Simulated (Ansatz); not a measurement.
# Electron scattering at the Σ5 (310) boundary in fcc Al, starting shift (0.5, 0.5), part 2 of 3

Aim: the relaxed structure and the specific resistance of the Σ5 (310) boundary in fcc Al, starting shift (0.5, 0.5).

Ansatz 0.2.0; Ansatz plane-wave DFT, PBE, PAW files; relaxation of a bicrystal slab with its lowest layers held; PAW set soft_1 (the session's first sound run).

So far. Step 2 (Relaxing the bicrystal): The largest force component on a free atom ends at 0.015 eV/Å, under the tolerance of 0.03, after 6 steps.

## Step 3: Transmission across the boundary

Bulk layers of each grain are laid under and over the relaxed boundary, and a lead is named in the middle of each, away from the free faces. The mesh across the current, 10×16, is finer than the density's, because channels open and close sharply across the zone. Energies from -0.1 to 0.1 eV in steps of 0.05 eV are too few for the program's thermal sum, so it prints no conductance; for a metal the transmission near the Fermi level serves, at a fraction of the cost.

This step: Ansatz plane-wave DFT, PBE, PAW files; ballistic transport by layer matching (Landauer), zero bias; boundary relaxed in a short slab, bulk layers laid on; PAW set soft_1 (Ansatz 0.2.0).

System of this step: Σ5 (310) boundary in fcc Al, starting shift (0.5, 0.5). The cell holds 67 atoms: 67 Al. Cell: a = 6.400 Å, b = 4.048 Å, c = 50.763 Å, α = 90.0°, β = 90.0°, γ = 90.0°. It derives from Al. Regions: lower grain, 27 atoms (27 Al); boundary, 18 atoms (18 Al); upper grain, 22 atoms (22 Al). Vacuum lies along c.

Input file input.yaml:

```yaml
crystal:
  lattice:
    - [6.40040255, 0.0, 0.0]
    - [0.0, 4.04797, 0.0]
    - [0.0, 0.0, 50.7632177735]
  atoms:
    - { symbol: Al, position: [10.8, -18.0, 0.0787972114] }
    - { symbol: Al, position: [10.5, -17.5, 0.0914055582] }
    - { symbol: Al, position: [10.2, -17.0, 0.104013905] }
    - { symbol: Al, position: [9.9, -16.5, 0.1166222518] }
    - { symbol: Al, position: [9.6, -16.0, 0.1292305986] }
    - { symbol: Al, position: [9.3, -15.5, 0.1418389454] }
    - { symbol: Al, position: [9.0, -15.0, 0.1544472922] }
    - { symbol: Al, position: [8.7, -14.5, 0.167055639] }
    - { symbol: Al, position: [8.4, -14.0, 0.1796639859] }
    - { symbol: Al, position: [8.1, -13.5, 0.1922723327] }
    - { symbol: Al, position: [7.8, -13.0, 0.2048806795] }
    - { symbol: Al, position: [7.5, -12.5, 0.2174890263] }
    - { symbol: Al, position: [7.2, -12.0, 0.2300973731] }
    - { symbol: Al, position: [6.9, -11.5, 0.2427057199] }
    - { symbol: Al, position: [6.6, -11.0, 0.2553140667] }
    - { symbol: Al, position: [6.3, -10.5, 0.2679224135] }
    - { symbol: Al, position: [6.0, -10.0, 0.2805307604] }
    - { symbol: Al, position: [5.7, -9.5, 0.2931391072] }
    - { symbol: Al, position: [5.4, -9.0, 0.305747454] }
    - { symbol: Al, position: [5.1, -8.5, 0.3183558008] }
    - { symbol: Al, position: [4.8, -8.0, 0.3309641476] }
    - { symbol: Al, position: [4.5, -7.5, 0.3435724944] }
    - { symbol: Al, position: [4.2, -7.0, 0.3561808412] }
    - { symbol: Al, position: [3.9, -6.5, 0.368789188] }
    - { symbol: Al, position: [3.6, -6.0, 0.3813975349] }
    - { symbol: Al, position: [3.3, -5.5, 0.3940058817] }
    - { symbol: Al, position: [3.0, -5.0, 0.4066142285] }
    - { symbol: Al, position: [0.7, 0.5, 0.4192225753] }
    - { symbol: Al, position: [0.4042736289, 0.0, 0.4317447282] }
    - { symbol: Al, position: [0.1058948241, 0.5, 0.4446377515] }
    - { symbol: Al, position: [0.8110933951, 0.0, 0.4572002683] }
    - { symbol: Al, position: [0.5156947567, 0.5, 0.4703745744] }
    - { symbol: Al, position: [0.2162821298, 0.0, 0.4825924485] }
    - { symbol: Al, position: [0.9116270257, 0.5, 0.495468994] }
    - { symbol: Al, position: [0.6145647788, 0.0, 0.5095024766] }
    - { symbol: Al, position: [0.3316694486, 0.5, 0.52033704] }
    - { symbol: Al, position: [0.0021451333, 0.0, 0.5307402592] }
    - { symbol: Al, position: [0.0924991706, 0.5, 0.5624447367] }
    - { symbol: Al, position: [0.4080056218, 0.0, 0.5609683105] }
    - { symbol: Al, position: [0.6856729892, 0.5, 0.5767335189] }
    - { symbol: Al, position: [-0.0073826614, 0.0, 0.5942079941] }
    - { symbol: Al, position: [0.3060810558, 0.5, 0.6068705047] }
    - { symbol: Al, position: [0.5953343319, 0.0, 0.6163801499] }
    - { symbol: Al, position: [0.8925838547, 0.5, 0.6311255016] }
    - { symbol: Al, position: [0.1968945417, 0.0, 0.6438191588] }
    - { symbol: Al, position: [3.4968945417, -4.5, 0.6564275056] }
    - { symbol: Al, position: [3.7968945417, -5.0, 0.6690358524] }
    - { symbol: Al, position: [4.0968945417, -5.5, 0.6816441992] }
    - { symbol: Al, position: [4.3968945417, -6.0, 0.694252546] }
    - { symbol: Al, position: [4.6968945417, -6.5, 0.7068608928] }
    - { symbol: Al, position: [4.9968945417, -7.0, 0.7194692396] }
    - { symbol: Al, position: [5.2968945417, -7.5, 0.7320775865] }
    - { symbol: Al, position: [5.5968945417, -8.0, 0.7446859333] }
    - { symbol: Al, position: [5.8968945417, -8.5, 0.7572942801] }
    - { symbol: Al, position: [6.1968945417, -9.0, 0.7699026269] }
    - { symbol: Al, position: [6.4968945417, -9.5, 0.7825109737] }
    - { symbol: Al, position: [6.7968945417, -10.0, 0.7951193205] }
    - { symbol: Al, position: [7.0968945417, -10.5, 0.8077276673] }
    - { symbol: Al, position: [7.3968945417, -11.0, 0.8203360141] }
    - { symbol: Al, position: [7.6968945417, -11.5, 0.832944361] }
    - { symbol: Al, position: [7.9968945417, -12.0, 0.8455527078] }
    - { symbol: Al, position: [8.2968945417, -12.5, 0.8581610546] }
    - { symbol: Al, position: [8.5968945417, -13.0, 0.8707694014] }
    - { symbol: Al, position: [8.8968945417, -13.5, 0.8833777482] }
    - { symbol: Al, position: [9.1968945417, -14.0, 0.895986095] }
    - { symbol: Al, position: [9.4968945417, -14.5, 0.9085944418] }
    - { symbol: Al, position: [9.7968945417, -15.0, 0.9212027886] }
kpoints:
  mp_grid: { grid: [4, 6, 1] }
hamiltonian:
  xc: pbe
  pseudopotentials: { kind: paw, azcp: { folder: soft_1 } }
scf:
  occupations: { method: fermi_dirac, width: 0.1 }
output:
  transmission:
    leads: [[14, 15], [54, 55]]
    kmesh: [10, 16]
    e_range: [-0.1, 0.1]
    de: 0.05
  write_potential: true
  write_density: true
  volumetric_format: npy
  elf: true
```

Started as:

```
> ansatz run input.yaml --threads 4 --pin off --max-ram 15360MiB --backend cpu --events-out ev --progress --plain --runs-dir out
```

Numbers of over 12 decimals in the logs are rounded to 6 here.

The log of the run:

```text
[...]
Crystal: 67 atoms, lattice volume = 1315.206 Å³
Basis set: ecut = 420 eV, 25741 PW (Γ)
Bands: 168, of which v1, the nominal top of the filled ones, is band 101 counted from 1 (100 counted from 0)
Symmetry: 2 space group operations
[...]
k-points: 12 of 24 (time reversal used)
[...]
SCF iter   1: F=—  HF=-36013.687261 eV  |F-HF|=—  |Δ(HF+E_count)|=         —  Δρ=2.24e-2  dr2=1.02e2  ethr=3.10e-3  ⟨swp⟩=8.0  Hψ=11178  notcnv=0  defer=126
[...]
SCF iter   9: F=-36008.939650 eV  HF=-36008.939650 eV  |F-HF|=5.67e-8  |Δ(HF+E_count)|=   2.17e-8  Δρ=5.24e-7  dr2=6.13e-8  ethr=4.98e-11  ⟨swp⟩=23.0  Hψ=11102  notcnv=0
SCF 1 converged in 9 iterations: F = -36008.939650 eV  dr2 = 6.13e-8
[...]
transmission: 212 of 2106 steps passed
transmission: 422 of 2106 steps passed
[...]
transmission: 2106 of 2106 steps passed
WARN: The output density's exchange-correlation potential varies sharply where the density is thin. Do not read a vacuum level from v_tot or v_xc, or from such a field of the output density. On a cell that repeats whose density bears no net charge and no dipole along the vacuum's axis use v_es (v_loc + v_h of the components); under efield.dipole_correction with no amplitude use v_es + v_field, which holds any externa [...]
SCF converged after 9 iterations
Free energy (F): -36008.939650 eV
[...]
Internal energy: -36008.079088 eV  (E = F + TS)
E sigma→0 (E₀):  -36008.509369 eV
Entropy (-TS):   -0.860563 eV (-12.844 meV/atom)
Fermi energy:    6.047117 eV
[...]
--- Band table (eV; the first three rows and the last of 12) ---
  k-point 0: bands = [... 97 lower, 6.6754, 6.7412, 6.7580, 6.8181, 6.9111, 6.9167, 6.9961, 7.0148, ... 63 higher]
  k-point 1: bands = [... 97 lower, 6.0674, 6.1683, 6.2561, 6.3914, 6.5408, 6.6005, 6.6693, 6.6897, ... 63 higher]
  k-point 2: bands = [... 97 lower, 5.1137, 5.1387, 5.2366, 5.3393, 5.3993, 5.4874, 5.6227, 5.6555, ... 63 higher]
  k-point 11: bands = [... 97 lower, 5.3734, 5.3890, 5.4443, 5.5398, 5.5483, 5.5554, 5.6421, 5.7248, ... 63 higher]
--- Transmission ---
  basis      : 225 plane waves across, 39 finite elements along
  points     : 54, standing for a mesh of 10 x 16
  energies   : 5 from -0.100000 to 0.100000 eV about the Fermi level, 0.050000 eV apart; the leads are filled to 0.000000 eV, and channels, transmission and decay are at 0.000000 eV
  crystal 0  : Al4, at the sites [14, 15], period 2.5602 Å, over 17.92 Å; its Hamiltonian steps by up to 15.9 meV
    offset         : up to 0.0000 Å between an atom of the period and one for which it stands
    channels       : 5.068750e0 a spin
    conductance    : none, the energies end too early or step too widely for 300 K: set another output.transmission.e_range or a lower de, or, where they end at an eighth of basis.ecutwfc, a higher one
[...]
channels       : 5.068750e0 a spin
[...]
junction   : crystal 0 to crystal 1, 12.64 to 37.48 Å
    transmission   : 3.309749e0 a spin
[...]
```

Elapsed: 9.4 min, on 4 threads of Arm Neoverse V1, shared host; peak memory 5.4 GiB.

In the SCF lines HF is the Harris–Foulkes energy and dr2 the Hartree energy of the density residual, in eV; the loop may stop once dr2 is under the threshold and the program's other checks hold. Hψ counts applications of the Hamiltonian.

Numbers from this step:

| Item | Value |
| --- | --- |
| free energy | -36008.9397 eV |
| energy at zero smearing | -36008.5094 eV |
| Fermi energy | 6.047 eV |
| cell area | 25.91 Å² |
| transmission per spin nearest the Fermi level | 3.310 |
| open channels per spin nearest the Fermi level | 5.069 |
| open channels per spin, upper lead | 5.069 |
| step of the lead's potential | 15.9 meV |
| step of the upper lead's potential | 7.8 meV |

Per spin. Transmission, zone mean against energy, zero at the Fermi level:

| energy (eV) | transmission, zone mean |
| --- | --- |
| -0.1000 | 3.22 |
| -0.0500 | 3.28 |
| 0.0000 | 3.31 |
| 0.0500 | 3.34 |
| 0.1000 | 3.42 |

Per spin. Open channels, zone mean against energy, zero at the Fermi level:

| energy (eV) | lead | upper lead |
| --- | --- | --- |
| -0.1000 | 4.96 | 4.96 |
| -0.0500 | 5.07 | 5.07 |
| 0.0000 | 5.07 | 5.07 |
| 0.0500 | 5.07 | 5.11 |
| 0.1000 | 5.12 | 5.17 |

Transmission over k1 and k2. At 0.0000 eV from the Fermi level.

Ten even steps from '_' (1.68) to '@' (5.26):
```
==____::------::____
**##%%**======**%%##
##%%%%++++++++++%%%%
**%%--====**====--%%
::%%----==##==----%%
--##::::==**==::::##
::::::::......::::::
@@%%==--++**++--==%%
::::::::......::::::
--##::::==**==::::##
::%%----==##==----%%
**%%--====**====--%%
##%%%%++++++++++%%%%
**##%%**======**%%##
==____::------::____
____....::++::....__
```
Columns: k1 (b1) from -0.5 to 0.4; rows upwards: k2 (b2) from -0.5 to 0.438.

Open channels over k1 and k2. At 0.0000 eV from the Fermi level.

Ten even steps from '0' (3.00) to '9' (8.00):
```
6224222422
6866222668
6664424466
6644464446
2642464246
2642464246
2444202444
9964646469
2444202444
2642464246
2642464246
6644464446
6664424466
6866222668
6224222422
2222262222
```
Columns: k1 (b1) from -0.5 to 0.4; rows upwards: k2 (b2) from -0.5 to 0.438.

Electrostatic potential energy in the ca plane at fractional y = 0.000, with atoms of Al within 0.2 Å of it. With pseudopotentials it is smooth inside the atoms' cores, unlike the true potential.

Ten even steps from '0' (-10 eV) to '9' (12 eV), each cell a mean:
```
67503840578876533566217702788776434678999999
26630002678875000056400005788762000368899999
04664346778862177126654456788750583057899999
04777766556762299126777665567740795057899999
15788762002563022047887641014651130268899999
57788730440366311367887502511565212578999999
66677621992167766666777406950577667788999999
42246630550278877532356503721578888899999999
01104652001578876202026630004688889999999999
08821676445677775059505765456778889999999999
08821677776545674059505787765456789999999999
01104788863000365202026788751002688999999999
42246788750273056532357788621650378999999999
77666667740696047776666677612991278999999999
88752125651152157887631136620440478999999999
87610311564101468887302204652003678899999999
77505960477656677776129912676656777888999999
```
Columns run along c (16.0 Å, from fractional 0.68 to 1.00 of the cell; values clipped at the 3rd and 97th percentile), rows up along a (6.4 Å). Atoms in or near the plane, at fractional coordinates: Al at (0.69, 0.40), Al at (0.72, 0.00), Al at (0.74, 0.60), Al at (0.77, 0.20), Al at (0.80, 0.80), Al at (0.82, 0.40), Al at (0.85, 0.00), Al at (0.87, 0.60), Al at (0.90, 0.20), Al at (0.92, 0.80).

ELF in the ca plane at fractional y = 0.000, with atoms of Al within 0.2 Å of it. It is the smooth field of the valence electrons, not physical close to the nuclei.

Ten even steps from '0' (0.00 × 1e-1) to '9' (9.44 × 1e-1), each cell a mean:
```
55641103532345665556521114432357889988642000
56663235532235422466642355322346557999863100
36555566532345211255555665433342144899874100
35433466654455122154334566554442164899874100
44322355435666311353223565356654225999863100
65322453103665545654223541025655568988642000
65434551231554445664434530414544567765320000
65455662112543235665456641114432334332100000
42136665335542234531256663345432221110000000
11215554556643345303146555565543321000000000
21214433356655455403135333456666532000000000
41245422345434566521354322455346753100000000
55565432344111465555664323442114764100000000
34566544453050354345665444541332764200000000
23466445665101453224565456652015875210000000
23442115665445653224531146654468876432100000
34530403554456654334412215544578887765321000
```
Columns run along c (16.0 Å, from fractional 0.68 to 1.00 of the cell), rows up along a (6.4 Å). Atoms in or near the plane, at fractional coordinates: Al at (0.69, 0.40), Al at (0.72, 0.00), Al at (0.74, 0.60), Al at (0.77, 0.20), Al at (0.80, 0.80), Al at (0.82, 0.40), Al at (0.85, 0.00), Al at (0.87, 0.60), Al at (0.90, 0.20), Al at (0.92, 0.80).

Valence density in the ca plane at fractional y = 0.000, with atoms of Al within 0.2 Å of it. It is the smooth field of the valence electrons, not physical close to the nuclei.

Values in e/Å³, 9 rows by 16 columns, each cell a mean:
```
0.19 0.16 0.15 0.14 0.15 0.19 0.19 0.19 0.13 0.16 0.13 0.20 0.16 0.05 0.01 0.00
0.18 0.17 0.20 0.16 0.17 0.11 0.16 0.17 0.19 0.17 0.15 0.14 0.11 0.09 0.01 0.00
0.17 0.13 0.18 0.17 0.20 0.16 0.18 0.13 0.17 0.17 0.20 0.18 0.15 0.07 0.01 0.00
0.19 0.16 0.16 0.09 0.18 0.16 0.20 0.16 0.18 0.08 0.17 0.15 0.11 0.03 0.00 0.00
0.15 0.19 0.19 0.17 0.16 0.13 0.17 0.16 0.20 0.17 0.18 0.10 0.05 0.01 0.00 0.00
0.10 0.16 0.15 0.18 0.19 0.17 0.14 0.12 0.16 0.16 0.20 0.14 0.04 0.01 0.00 0.00
0.18 0.19 0.13 0.17 0.12 0.19 0.18 0.19 0.15 0.15 0.14 0.14 0.05 0.01 0.00 0.00
0.15 0.20 0.18 0.19 0.10 0.17 0.13 0.19 0.19 0.19 0.13 0.14 0.06 0.01 0.00 0.00
0.15 0.14 0.14 0.19 0.19 0.18 0.13 0.17 0.11 0.19 0.18 0.20 0.10 0.02 0.00 0.00
```
Columns run along c (16.0 Å, from fractional 0.68 to 1.00 of the cell), rows up along a (6.4 Å). Atoms in or near the plane, at fractional coordinates: Al at (0.69, 0.40), Al at (0.72, 0.00), Al at (0.74, 0.60), Al at (0.77, 0.20), Al at (0.80, 0.80), Al at (0.82, 0.40), Al at (0.85, 0.00), Al at (0.87, 0.60), Al at (0.90, 0.20), Al at (0.92, 0.80).

Over the solved energies the transmission per spin lies between 3.22 and 3.42, out of 5.06 channels of the lead on average (up to 5.12).

## Step 4: Specific resistance

This step: Ansatz plane-wave DFT, PBE, PAW files; ballistic transport by layer matching (Landauer), zero bias; specific resistance of the boundary; PAW set soft_1 (Ansatz 0.2.0).

This step gave:

```
area resistance                      : 0.3494 fΩ m²
T over the leads' mean channel count : 0.6539
```

Averaged over the energies near the Fermi level, 65.4 % of the channels pass, which makes 0.349 fΩ m².

By hand, with T and the leads' channels N averaged over the energies near the Fermi level: RA = A (h/2e²)(1/T − ½[1/N₁ + 1/N₂]) = 25.91×10⁻²⁰ m² × 12 906 Ω × (1/3.312 − ½[1/5.056 + 1/5.074]) = 0.349 fΩ m².

[end of part 2 of 3]

[Logs are printed without paths, hosts, clocks, repeated set-up lines and the standing remarks that a program may print on its own settings, such as how far it seeks lower states.]

[Hosts, paths, dates, database ids (printed as entryN), source tags and the programs' standing remarks are cut or masked in the printed files.]
